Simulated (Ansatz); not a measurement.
# How the smearing shapes the phonons of CuAu (P4/mmm)

Wanted: frequencies of CuAu (P4/mmm) solved wavevector by wavevector at several smearings. The first relaxation steps of the session are not shown, so no cell shown is the starting entry, unless a step says so.

Main program and level: Ansatz 0.2.0; DFT PBE, scalar-relativistic, plane waves, PAW; PAW set soft_1.

### 1. The cell after earlier relaxation steps

The structure is tetragonal, space group P4/mmm (No. 123). The conventional cell has a = 2.911 Å, b = 2.911 Å, c = 3.544 Å, α = 90.00°, β = 90.00°, γ = 90.00°. Nearest to Cu lie 8 Au at 2.72 Å and 4 Cu at 2.91 Å. Nearest to Au lie 8 Cu at 2.72 Å and 4 Au at 2.91 Å. Farther neighbours are not listed.

Coordinates:

```cif
data_structure
_symmetry_space_group_name_H-M 'P4/mmm'
_symmetry_Int_Tables_number 123
_cell_length_a 2.9113
_cell_length_b 2.9113
_cell_length_c 3.5442
_cell_angle_alpha 90.000
_cell_angle_beta 90.000
_cell_angle_gamma 90.000
_cell_volume 30.04
loop_
_atom_site_label
_atom_site_type_symbol
_atom_site_symmetry_multiplicity
_atom_site_Wyckoff_symbol
_atom_site_fract_x
_atom_site_fract_y
_atom_site_fract_z
_atom_site_occupancy
Cu1 Cu 1 d 0.50000 0.50000 0.50000 1
Au1 Au 1 a 0.00000 0.00000 0.00000 1
```

### 2. Relaxing tightly for phonons

Residual forces and stress shift phonon frequencies, so the cell is relaxed again, with tight thresholds and the mesh and smearing of this input. Earlier relaxation steps are not shown.

input.yaml reads:

```yaml
crystal:
  lattice:
    - [2.911337135, 0.0, 0.0]
    - [0.0, 2.911337135, 0.0]
    - [0.0, 0.0, 3.5442453664]
  atoms:
    - { symbol: Cu, position: [0.5, 0.5, 0.5] }
    - { symbol: Au, position: [0.0, 0.0, 0.0] }
kpoints:
  mp_grid: { grid: [10, 10, 8] }
hamiltonian:
  xc: pbe
  pseudopotentials: { kind: paw, azcp: { folder: soft_1 } }
scf:
  occupations: { method: methfessel_paxton, width: 0.2 }
output:
  forces: true
  stress: true
  eigenvalues: true
relax:
  adjacent_minimum: "off"
  f_tol: 0.001
  max_steps: 60
  cell: { stress_tol: 0.01 }
```

On the command line:

```
$ ansatz run input.yaml --threads 4 --pin off --max-ram 12288MiB --backend cpu --events-out ev --progress --plain --runs-dir out
```

Numbers of over 12 decimals in the logs are rounded to 6 here.

What it wrote:

```text
[the first part of the log is left out]
  E_hartree    = 2760.602809
  E_xc         = -283.563796
  E_vxc        = -349.604055  (∫ρ·V_xc dr)
  E_paw        = -11548.904735  (= ΣΔE_a)
  E_vpaw       = -1141.778755  (= ΣTr[D̂ρ^β])
  E_aug_tail   = 0.002591  (compensation charges beyond the density's cutoff)
  E_ewald      = -6085.057032
  E_smearing   = 0.002889  (= −TS)
  E_closure    = 0.000000  (closes the sum)
  Σ components = -19776.503144   (vs F -19776.503144, Δ=0.00e0)
--- Forces (eV/Å), atoms counted from 1 ---
  atom   1  Cu     0.00000000     0.00000000     0.00000000
  atom   2  Au    -0.00000000    -0.00000000     0.00000000
  max |Σ_I F_I| component: 3.04e-29 eV/Å
--- Stress (GPa, compression-positive) ---
        0.000911       0.000000       0.000000
        0.000000       0.000911       0.000000
        0.000000       0.000000       0.009044
  P = ⅓ Tr σ = 0.0036 GPa (0.036 kbar)
--- Band table (eV; the first three rows and the last of 105) ---
  k-point 0: bands = ["-94.1992", "-87.7360", "-51.5894", "-51.5798", "-51.5798", "-39.0817", "-39.0379", "-39.0379", "8.5298", "11.8066", "11.9053", "14.0207", "14.0207", "14.8402", "15.4519", "16.0257", "16.3833", "16.5743", "16.5743", "21.2180", "26.9987", "26.9987", "27.0716"]
  k-point 1: bands = ["-94.1992", "-87.7360", "-51.5895", "-51.5798", "-51.5798", "-39.0830", "-39.0378", "-39.0378", "8.7397", "11.8529", "11.9820", "14.0455", "14.0455", "14.8779", "15.3883", "15.9876", "16.3400", "16.4443", "16.4443", "19.9693", "27.4026", "27.4026", "28.6344"]
  k-point 2: bands = ["-94.1992", "-87.7360", "-51.5897", "-51.5797", "-51.5797", "-39.0861", "-39.0377", "-39.0377", "9.3320", "11.9722", "12.1795", "14.1156", "14.1156", "14.9795", "15.2274", "15.8692", "16.1364", "16.1364", "16.2250", "17.8399", "28.5266", "28.5266", "31.6752"]
  k-point 104: bands = ["-94.1979", "-87.7290", "-51.5902", "-51.5902", "-51.5882", "-39.1324", "-39.1324", "-39.0722", "11.8635", "12.4568", "12.4568", "14.6865", "14.9115", "14.9115", "15.0694", "15.9918", "16.1341", "16.3359", "22.8868", "23.3927", "23.4485", "23.4485", "24.4804"]
--- Relaxed structure (3 steps of the walk, 3 accepted, 1 SCFs on fresh bases) ---
  F+E_penalty+E_count = -19776.50314449 eV   max|allowed force component| = 1.637e-29 eV/Å   (the final SCF, on the basis selected at the relaxed cell)
  cell:  # Å, volume = 30.0334 Å³
    - [2.910844, 0, 0.0]
    - [0, 2.910844, 0.0]
    - [0.0, 0.0, 3.544590]
  atoms:
    - { symbol: Cu, position: [0.5, 0.5, 0.500000] }
    - { symbol: Au, position: [0, 0, 0.0] }
```

Run time: 4.4 s. Hardware: 4 threads of Intel Xeon Platinum 8488C (Sapphire Rapids), shared host; peak memory 0.53 GiB.

Little changed from the start: no atom moved by 0.005 Å and no cell edge by 0.1 %.

Numbers from this step:

| Item | Value |
| --- | --- |
| pressure | 0.003622 GPa |
| volume per atom | 15.02 Å³/atom |
| metallic on mesh | yes |
| gap on the k-mesh | 0 eV |

The largest force is now zero by symmetry and the largest stress component 0.0090 GPa, small enough for phonons.

### 3. Wavevectors along a line: Fermi–Dirac smearing of 0.1 eV

Each wavevector is solved by itself, so no interpolation smooths a dip of the branch.

input.yaml reads:

```yaml
crystal:
  lattice:
    - [2.9108439405, 0.0, 0.0]
    - [0.0, 2.9108439405, 0.0]
    - [0.0, 0.0, 3.5445902936]
  atoms:
    - { symbol: Cu, position: [0.5, 0.5, 0.5] }
    - { symbol: Au, position: [0.0, 0.0, 0.0] }
kpoints:
  mp_grid: { grid: [16, 16, 16] }
hamiltonian:
  xc: pbe
  pseudopotentials: { kind: paw, azcp: { folder: soft_1 } }
scf:
  occupations: { method: fermi_dirac, width: 0.1 }
output:
  eigenvalues: true
phonons:
  method: dfpt
  qpoints:
    - [0, 0, 0]
    - [0.0, 0.0625, 0.0]
    - [0.0, 0.1875, 0.0]
    - [0.0, 0.3125, 0.0]
    - [0.0, 0.4375, 0.0]
```

What it wrote:

```text
[...]
Crystal: 2 atoms, lattice volume = 30.033 Å³
Basis set: ecut = 420 eV, 575 PW (Γ), exchange–correlation on 40×40×48 points (8 copies of the dense FFT grid, shifted against one another)
Bands: 23, of which v1, the nominal top of the filled ones, is band 19 counted from 1 (18 counted from 0)
Symmetry: 16 space group operations
k-points: 405 of 4096
[...]
SCF iter   1: F=—  HF=-19779.392941 eV  |F-HF|=—  |Δ(HF+E_count)|=         —  Δρ=1.86e-1  dr2=1.44e1  ethr=3.10e-3  ⟨swp⟩=4.2  Hψ=33755  notcnv=0
[...]
SCF iter  13: F=-19776.508239 eV  HF=-19776.508239 eV  |F-HF|=3.64e-12  |Δ(HF+E_count)|=  3.64e-11  Δρ=9.83e-8  dr2=2.54e-12  ethr=1.00e-12  ⟨swp⟩=4.1  Hψ=42698  notcnv=0
the search or the solves at the SCF's close seem to have found levels that the self-consistency loop had missed (the run counts 1). By its estimate they hold under 1e-12 electrons; where the run keeps them, the occupations were computed again with them
SCF 1 converged in 13 iterations: F = -19776.508239 eV  dr2 = 2.54e-12
[...]
NSCF: frozen V_eff on 405 k-points
WARN: eigensolver did not converge (k=35): 1 band(s) unlocked after 20 sweeps at ethr=1.11e-12 eV (storage-precision floor; scheduled 1.00e-12 eV) (lowest unlocked band 22, counted from 0; max residual 1.79e-6 eV among the unlocked bands, 1.79e-6 eV over every band; other slots of this pass that fall short are told together in one closing line; warning suppressed until the next SCF loop or pass starts)
WARN: eigensolver did not converge in 19 slots of this pass, the one above among them; of largest residual over every band (k=67): 1 band(s) unlocked (lowest unlocked band 22, counted from 0; max residual 9.34e-4 eV among the unlocked bands, 9.34e-4 eV over every band); of lowest unlocked band (k=35): band 22
[...]
DFPT response loops at q = (0, 0, 0) (fractional): preconditioner auto → Kerker (q_TF=auto, 2.837 Å⁻¹) (partly filled bands, converged f_vac=0.000); β = 1.00, the filter's whole step (`scf.mixing.beta` (0.50) is not read by the response loops under this deck's `scf.mixing.preconditioner`; to damp them name `kerker` or `kerker_dos`, under which they read `scf.mixing.beta`, and type it under 1.00, their step now; both keys bind the ground state too); Broyden in place of MSR1
[...]
SCF converged after 13 iterations
Free energy (F): -19776.508239 eV
[...]
Internal energy: -19776.488915 eV  (E = F + TS)
E sigma→0 (E₀):  -19776.498577 eV
Entropy (-TS):   -0.019324 eV (-9.662 meV/atom)
Fermi energy:    18.012712 eV
[...]
--- Band table (eV; the first three rows and the last of 405) ---
  k-point 0: bands = [... 15 lower, 16.0206, 16.3766, 16.5680, 16.5680, 21.2176, 26.9985, 26.9985, 27.0687]
  k-point 1: bands = [... 15 lower, 16.0111, 16.3656, 16.5340, 16.5340, 20.8467, 27.1010, 27.1010, 27.5182]
  k-point 2: bands = [... 15 lower, 15.9825, 16.3336, 16.4383, 16.4383, 19.9684, 27.4022, 27.4022, 28.6318]
  k-point 404: bands = [... 15 lower, 15.9880, 16.1157, 16.3321, 22.8882, 23.3862, 23.4420, 23.4420, 24.4820]
--- Phonons (Γ-DFPT): 4 representative perturbations + reference (Σ response iterations 16) ---
  ASR residual: 2.278e-4 → 0.000e0 eV/Å²; symmetrization residual: 1.398e-6 eV/Å²
  ASR residual per site (eV/Å²): 2.28e-4 8.66e-5
  Γ frequencies (cm⁻¹): 0.00 0.00 0.00 144.27 144.27 184.58
  non-analytic LO–TO correction: not included (Born effective charges unavailable; polar crystals: no LO–TO splitting at Γ)
--- Phonons (arbitrary-q DFPT): 5 explicit q-points ---
  q = [0, 0, 0] (of the zone-centre solve; hermiticity 4.64e-7, symmetrization 1.44e-12): -0.00 -0.00 0.00 144.27 144.27 184.58
  q = [0, 0.0625, 0] (6 solved perturbations on 1296 of 4096 k-point pairs; hermiticity 1.52e-6, symmetrization 1.31e-11): 12.09 15.01 23.40 143.08 143.82 183.77
[...]
sum rule: each row above includes the acoustic sum rule's correction from the zone centre's row sums; it moved no ω² by more than (0.99 cm⁻¹)²
```

The job ended after 8.1 min (4 threads; peak memory 2.6 GiB).

Each wavevector solved by linear response. The frequency by |q| along the line:

| \|q\| along the line (Å⁻¹) | mode 1 (cm⁻¹) | mode 2 (cm⁻¹) | mode 3 (cm⁻¹) | mode 4 (cm⁻¹) | mode 5 (cm⁻¹) | mode 6 (cm⁻¹) |
| --- | --- | --- | --- | --- | --- | --- |
| 0.000 | 0 | 0 | 0 | 144 | 144 | 185 |
| 0.135 | 12.1 | 15.0 | 23.4 | 143 | 144 | 184 |
| 0.405 | 35.0 | 43.4 | 69.8 | 140 | 144 | 178 |
| 0.674 | 54.5 | 65.6 | 107 | 135 | 147 | 169 |
| 0.944 | 67.0 | 77.4 | 130 | 130 | 148 | 161 |

### 4. Wavevectors along a line: Fermi–Dirac smearing of 0.25 eV

The smearing blurs the Fermi surface that screens the phonons; a Fermi–Dirac width is an electronic temperature.

Edit input.yaml of step 3 so:

```diff
@@ -14,3 +14,3 @@
 scf:
-  occupations: { method: fermi_dirac, width: 0.1 }
+  occupations: { method: fermi_dirac, width: 0.25 }
 output:
```

Wider smearing eases the sum over k-points of a metal but moves the result away from its zero-temperature value.

What it wrote:

```text
band count auto-derived: 24 (N_el = 38.0; filled up to band 19; 23 by the electrons, moments and atoms)
[...]
Crystal: 2 atoms, lattice volume = 30.033 Å³
Basis set: ecut = 420 eV, 575 PW (Γ), exchange–correlation on 40×40×48 points (8 copies of the dense FFT grid, shifted against one another)
Bands: 24, of which v1, the nominal top of the filled ones, is band 19 counted from 1 (18 counted from 0)
Symmetry: 16 space group operations
k-points: 405 of 4096
[...]
SCF iter   1: F=—  HF=-19779.439822 eV  |F-HF|=—  |Δ(HF+E_count)|=         —  Δρ=1.87e-1  dr2=1.44e1  ethr=3.10e-3  ⟨swp⟩=4.2  Hψ=34929  notcnv=0
[...]
SCF iter  13: F=-19776.561202 eV  HF=-19776.561202 eV  |F-HF|=0.00e0  |Δ(HF+E_count)|=  1.46e-11  Δρ=9.13e-8  dr2=2.28e-12  ethr=1.00e-12  ⟨swp⟩=5.0  Hψ=39319  notcnv=0
[...]
SCF 1 converged in 13 iterations: F = -19776.561202 eV  dr2 = 2.28e-12
[...]
SCF converged after 13 iterations
Free energy (F): -19776.561202 eV
[...]
Internal energy: -19776.428911 eV  (E = F + TS)
E sigma→0 (E₀):  -19776.495057 eV
Entropy (-TS):   -0.132291 eV (-66.145 meV/atom)
Fermi energy:    18.008055 eV
[...]
--- Band table (eV; the first three rows and the last of 405) ---
  k-point 0: bands = [... 15 lower, 16.0011, 16.3585, 16.5496, 16.5496, 21.2160, 26.9968, 26.9968, 27.0648, ... 1 higher]
  k-point 1: bands = [... 15 lower, 15.9916, 16.3474, 16.5156, 16.5156, 20.8450, 27.0992, 27.0992, 27.5144, ... 1 higher]
  k-point 2: bands = [... 15 lower, 15.9631, 16.3152, 16.4197, 16.4197, 19.9663, 27.4003, 27.4003, 28.6283, ... 1 higher]
  k-point 404: bands = [... 15 lower, 15.9646, 16.1153, 16.3095, 22.8820, 23.3872, 23.4382, 23.4382, 24.4769, ... 1 higher]
[...]
ASR residual: 3.627e-4 → 0.000e0 eV/Å²; symmetrization residual: 2.277e-6 eV/Å²
  ASR residual per site (eV/Å²): 3.63e-4 2.05e-4
  Γ frequencies (cm⁻¹): 0.00 0.00 0.00 144.16 144.16 184.39
[...]
--- Phonons (arbitrary-q DFPT): 5 explicit q-points ---
[...]
```

The job ended after 9.1 min (4 threads; peak memory 2.6 GiB; 33 min of CPU time).

Each wavevector solved by linear response. The frequency by |q| along the line:

| \|q\| along the line (Å⁻¹) | mode 1 (cm⁻¹) | mode 2 (cm⁻¹) | mode 3 (cm⁻¹) | mode 4 (cm⁻¹) | mode 5 (cm⁻¹) | mode 6 (cm⁻¹) |
| --- | --- | --- | --- | --- | --- | --- |
| 0.000 | 0 | 0 | 0 | 144 | 144 | 184 |
| 0.135 | 12.1 | 15.0 | 23.7 | 143 | 144 | 184 |
| 0.405 | 35.3 | 43.3 | 69.7 | 140 | 144 | 178 |
| 0.674 | 55.0 | 65.4 | 107 | 135 | 147 | 169 |
| 0.944 | 67.2 | 77.2 | 130 | 130 | 148 | 161 |

Against step 3 (now smearing width 0.25 eV), the free energy moves by -26.5 meV an atom.

### 5. Wavevectors along a line: Fermi–Dirac smearing of 0.04 eV

The smearing blurs the Fermi surface that screens the phonons; a Fermi–Dirac width is an electronic temperature.

Edit input.yaml of step 4 so:

```diff
@@ -14,3 +14,3 @@
 scf:
-  occupations: { method: fermi_dirac, width: 0.25 }
+  occupations: { method: fermi_dirac, width: 0.04 }
 output:
```

Narrower smearing comes nearer the zero-temperature value but asks more of the mesh.

What it wrote:

```text
[...]
Crystal: 2 atoms, lattice volume = 30.033 Å³
Basis set: ecut = 420 eV, 575 PW (Γ), exchange–correlation on 40×40×48 points (8 copies of the dense FFT grid, shifted against one another)
Bands: 23, of which v1, the nominal top of the filled ones, is band 19 counted from 1 (18 counted from 0)
Symmetry: 16 space group operations
k-points: 405 of 4096
[...]
SCF iter   1: F=—  HF=-19779.385986 eV  |F-HF|=—  |Δ(HF+E_count)|=         —  Δρ=1.86e-1  dr2=1.44e1  ethr=3.10e-3  ⟨swp⟩=4.8  Hψ=34559  notcnv=0
[...]
SCF iter  13: F=-19776.500305 eV  HF=-19776.500305 eV  |F-HF|=3.64e-12  |Δ(HF+E_count)|=  2.55e-11  Δρ=9.91e-8  dr2=2.59e-12  ethr=1.00e-12  ⟨swp⟩=4.5  Hψ=43020  notcnv=0
[...]
SCF 1 converged in 13 iterations: F = -19776.500305 eV  dr2 = 2.59e-12
[...]
SCF converged after 13 iterations
Free energy (F): -19776.500305 eV
[...]
Internal energy: -19776.497412 eV  (E = F + TS)
E sigma→0 (E₀):  -19776.498858 eV
Entropy (-TS):   -0.002892 eV (-1.446 meV/atom)
Fermi energy:    18.025472 eV
[...]
--- Band table (eV; the first three rows and the last of 405) ---
  k-point 0: bands = [... 15 lower, 16.0235, 16.3792, 16.5707, 16.5707, 21.2178, 26.9988, 26.9988, 27.0694]
  k-point 1: bands = [... 15 lower, 16.0140, 16.3682, 16.5368, 16.5368, 20.8470, 27.1013, 27.1013, 27.5188]
  k-point 2: bands = [... 15 lower, 15.9855, 16.3362, 16.4411, 16.4411, 19.9687, 27.4025, 27.4025, 28.6324]
  k-point 404: bands = [... 15 lower, 15.9914, 16.1148, 16.3354, 22.8892, 23.3857, 23.4420, 23.4420, 24.4836]
[...]
ASR residual: 1.318e-4 → 0.000e0 eV/Å²; symmetrization residual: 1.414e-6 eV/Å²
  ASR residual per site (eV/Å²): 1.32e-4 2.36e-5
  Γ frequencies (cm⁻¹): 0.00 0.00 0.00 144.20 144.20 184.71
[...]
--- Phonons (arbitrary-q DFPT): 5 explicit q-points ---
[...]
```

Elapsed: 9 min, on 4 threads; peak memory 2.6 GiB.

Each wavevector solved by linear response. The frequency by |q| along the line:

| \|q\| along the line (Å⁻¹) | mode 1 (cm⁻¹) | mode 2 (cm⁻¹) | mode 3 (cm⁻¹) | mode 4 (cm⁻¹) | mode 5 (cm⁻¹) | mode 6 (cm⁻¹) |
| --- | --- | --- | --- | --- | --- | --- |
| 0.000 | 0 | 0 | 0 | 144 | 144 | 185 |
| 0.135 | 12.1 | 14.9 | 23.4 | 143 | 144 | 184 |
| 0.405 | 34.9 | 43.4 | 70.1 | 140 | 144 | 178 |
| 0.674 | 54.2 | 65.7 | 107 | 134 | 147 | 169 |
| 0.944 | 67.0 | 77.6 | 130 | 130 | 148 | 161 |

Against step 3 (now smearing width 0.04 eV), the free energy moves by +4.0 meV an atom.

### 6. Phonons along a line: Methfessel–Paxton smearing of 0.2 eV

Each wavevector is solved by itself, so no interpolation smooths a dip of the branch.

Edit input.yaml of step 5 so:

```diff
@@ -14,3 +14,3 @@
 scf:
-  occupations: { method: fermi_dirac, width: 0.04 }
+  occupations: { method: methfessel_paxton, width: 0.2 }
 output:
```

What it wrote:

```text
[...]
Crystal: 2 atoms, lattice volume = 30.033 Å³
Basis set: ecut = 420 eV, 575 PW (Γ), exchange–correlation on 40×40×48 points (8 copies of the dense FFT grid, shifted against one another)
Bands: 23, of which v1, the nominal top of the filled ones, is band 19 counted from 1 (18 counted from 0)
Symmetry: 16 space group operations
k-points: 405 of 4096
[...]
SCF iter   1: F=—  HF=-19779.384653 eV  |F-HF|=—  |Δ(HF+E_count)|=         —  Δρ=1.86e-1  dr2=1.44e1  ethr=3.10e-3  ⟨swp⟩=4.1  Hψ=33369  notcnv=0
[...]
SCF iter  13: F=-19776.498683 eV  HF=-19776.498683 eV  |F-HF|=3.64e-12  |Δ(HF+E_count)|=  3.27e-11  S|Δr|=    0.00e0  Δρ=9.85e-8  dr2=2.56e-12  ethr=1.00e-12  ⟨swp⟩=4.5  Hψ=43180  notcnv=0
[...]
SCF 1 converged in 13 iterations: F = -19776.498683 eV  dr2 = 2.56e-12
[...]
SCF converged after 13 iterations
Stability not checked: this state was not tested for a lower state beside it, because cold or Methfessel-Paxton smearing, or corrected tetrahedra, fill the levels in a way that the test cannot read (fill_not_monotonic; see scf.lower_state_search)
Free energy (F): -19776.498683 eV
[...]
Internal energy: -19776.499149 eV  (E = F + TS)
E sigma→0 (E₀):  -19776.498800 eV
Entropy (-TS):   0.000466 eV (0.233 meV/atom)
Fermi energy:    18.026157 eV
[...]
--- Band table (eV; the first three rows and the last of 405) ---
  k-point 0: bands = [... 15 lower, 16.0245, 16.3799, 16.5717, 16.5717, 21.2179, 26.9989, 26.9989, 27.0695]
  k-point 1: bands = [... 15 lower, 16.0150, 16.3689, 16.5377, 16.5377, 20.8471, 27.1014, 27.1014, 27.5189]
  k-point 2: bands = [... 15 lower, 15.9865, 16.3369, 16.4421, 16.4421, 19.9688, 27.4026, 27.4026, 28.6325]
  k-point 404: bands = [... 15 lower, 15.9927, 16.1151, 16.3362, 22.8894, 23.3858, 23.4425, 23.4425, 24.4834]
[...]
ASR residual: 7.234e-5 → 0.000e0 eV/Å²; symmetrization residual: 1.628e-6 eV/Å²
  ASR residual per site (eV/Å²): 8.12e-6 7.23e-5
  Γ frequencies (cm⁻¹): 0.00 0.00 0.00 144.12 144.12 184.64
[...]
--- Phonons (arbitrary-q DFPT): 5 explicit q-points ---
[...]
```

The job ended after 6.8 min (4 threads; peak memory 2.6 GiB; 26 min of CPU time).

Each wavevector solved by linear response. The frequency by |q| along the line:

| \|q\| along the line (Å⁻¹) | mode 1 (cm⁻¹) | mode 2 (cm⁻¹) | mode 3 (cm⁻¹) | mode 4 (cm⁻¹) | mode 5 (cm⁻¹) | mode 6 (cm⁻¹) |
| --- | --- | --- | --- | --- | --- | --- |
| 0.000 | 0 | 0 | 0 | 144 | 144 | 185 |
| 0.135 | 12.1 | 14.9 | 23.4 | 143 | 144 | 184 |
| 0.405 | 34.9 | 43.4 | 70.0 | 140 | 144 | 178 |
| 0.674 | 54.2 | 65.7 | 107 | 134 | 147 | 169 |
| 0.944 | 67.0 | 77.5 | 130 | 130 | 148 | 161 |

Against step 3 (now occupations Methfessel-Paxton and smearing width 0.2 eV), the free energy moves by +4.8 meV an atom.

### 7. The lowest branch at each setting

Table of lowest frequency by |q| along the line:

| \|q\| along the line (Å⁻¹) | fermi dirac 0.1 eV, k 16x16x16 (cm⁻¹) | fermi dirac 0.25 eV, k 16x16x16 (cm⁻¹) | fermi dirac 0.04 eV, k 16x16x16 (cm⁻¹) | methfessel paxton 0.2 eV, k 16x16x16 (cm⁻¹) |
| --- | --- | --- | --- | --- |
| 0.000 | 0 | 0 | 0 | 0 |
| 0.135 | 12.1 | 12.1 | 12.1 | 12.1 |
| 0.405 | 35.0 | 35.3 | 34.9 | 34.9 |
| 0.674 | 54.5 | 55.0 | 54.2 | 54.2 |
| 0.944 | 67.0 | 67.2 | 67.0 | 67.0 |

### 8. Results

```json
{"phonon run of the rows without a label of their own": "PBE, k 16×16×16", "lowest branch at the last solved point, Fermi–Dirac 0.1 eV": "67.0 cm⁻¹ at |q| = 0.944 Å⁻¹", "lowest branch at the last solved point, Fermi–Dirac 0.25 eV": "67.2 cm⁻¹ at |q| = 0.944 Å⁻¹", "lowest branch at the last solved point, Fermi–Dirac 0.04 eV": "67.0 cm⁻¹ at |q| = 0.944 Å⁻¹", "lowest branch at the last solved point, Methfessel–Paxton 0.2 eV": "67.0 cm⁻¹ at |q| = 0.944 Å⁻¹"}
```

**Reading.** No branch softens by more than 4 % of the top frequency as the smearing narrows, so no anomaly that hangs on the smearing shows at these points. The line holds 5 wavevectors, so a narrow dip between them would be missed. Between Fermi–Dirac 0.25 eV and Fermi–Dirac 0.04 eV the largest change, with modes counted by rank of frequency, is in mode 1 at |q| = 0.674 Å⁻¹, from 55.0 to 54.2 cm⁻¹; the branches hardly feel the smearing. Where branches cross, a count by rank can hide a softening. At the narrowest width the k mesh may not resolve the Fermi surface, so part of the change can be mesh noise. Spin–orbit coupling, left out here, matters for Au.

[Logs are printed without paths, hosts, clocks, repeated set-up lines and the standing remarks that a program may print on its own settings, such as how far it seeks lower states.]

[Hosts, paths, dates, database ids (printed as entryN), source tags and the programs' standing remarks are cut or masked in the printed files.]
